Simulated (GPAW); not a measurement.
# Calculated records

```
PtSe2 (1T monolayer): G0W0 with GPAW, start to end
1.0
     3.66861    0.00000    0.00000
    -1.83431    3.17711    0.00000
     0.00000    0.00000   14.10000
Pt Se
1 2
Direct
  0.00000 0.00000 0.50000
  0.33333 0.66667 0.59161
  0.66667 0.33333 0.40839
# method: DFT, LDA, plane waves, PAW (and 1 further level or step)
# program: GPAW 26.7.0
# settings of one run: cutoff 550 eV, GPAW PAW setups 1.2.1 data release, 9×9×1 k-mesh
# cost: 4 runs, 5.7 min in all on 4 MPI ranks of Arm Neoverse V1, shared host (the runs of this entry)
# notes: Values taken over the cell’s volume include its vacuum. The start is a generated structure, not a measured one. Limits: no spin polarisation; no spin-orbit coupling. The calculation has static nuclei and no excitons; a measured gap holds zero-point and thermal motion, which mostly lowers it. With atoms this heavy the missing spin-orbit coupling can matter too. Bands and cutoff are finite, so the gap is not at the basis limit. The miss can reach some tenths of an eV and take either sign; the mesh is an error of its own. The runs have no spin polarisation. For a closed low-spin shell that is the natural state; where a d or f shell is open it is a constraint, and the gap is then not the crystal’s own.
# LDA gap: 1.35 eV, indirect
# G0W0 gap on the mesh: 2.35 eV
# GW settings: 9×9×1 mesh, 124 bands, screening to 48 eV, full frequency, Hilbert transform
# known limits: not at the basis limit; no spin polarisation; d states lean on the start; no spin-orbit coupling
```

[Paths, hosts, dates, memory and timing lines, banners, echoed tables and standing remarks are left out of the program output.]

[Logs are printed without paths, hosts, clocks, repeated set-up lines and the standing remarks that a program may print on its own settings, such as how far it seeks lower states.]

[Runs of the session that timed out or met a known fault of the program may be left out.]

[Hosts, paths, dates, database ids (printed as entryN), source tags and the programs' standing remarks are cut or masked in the printed files.]
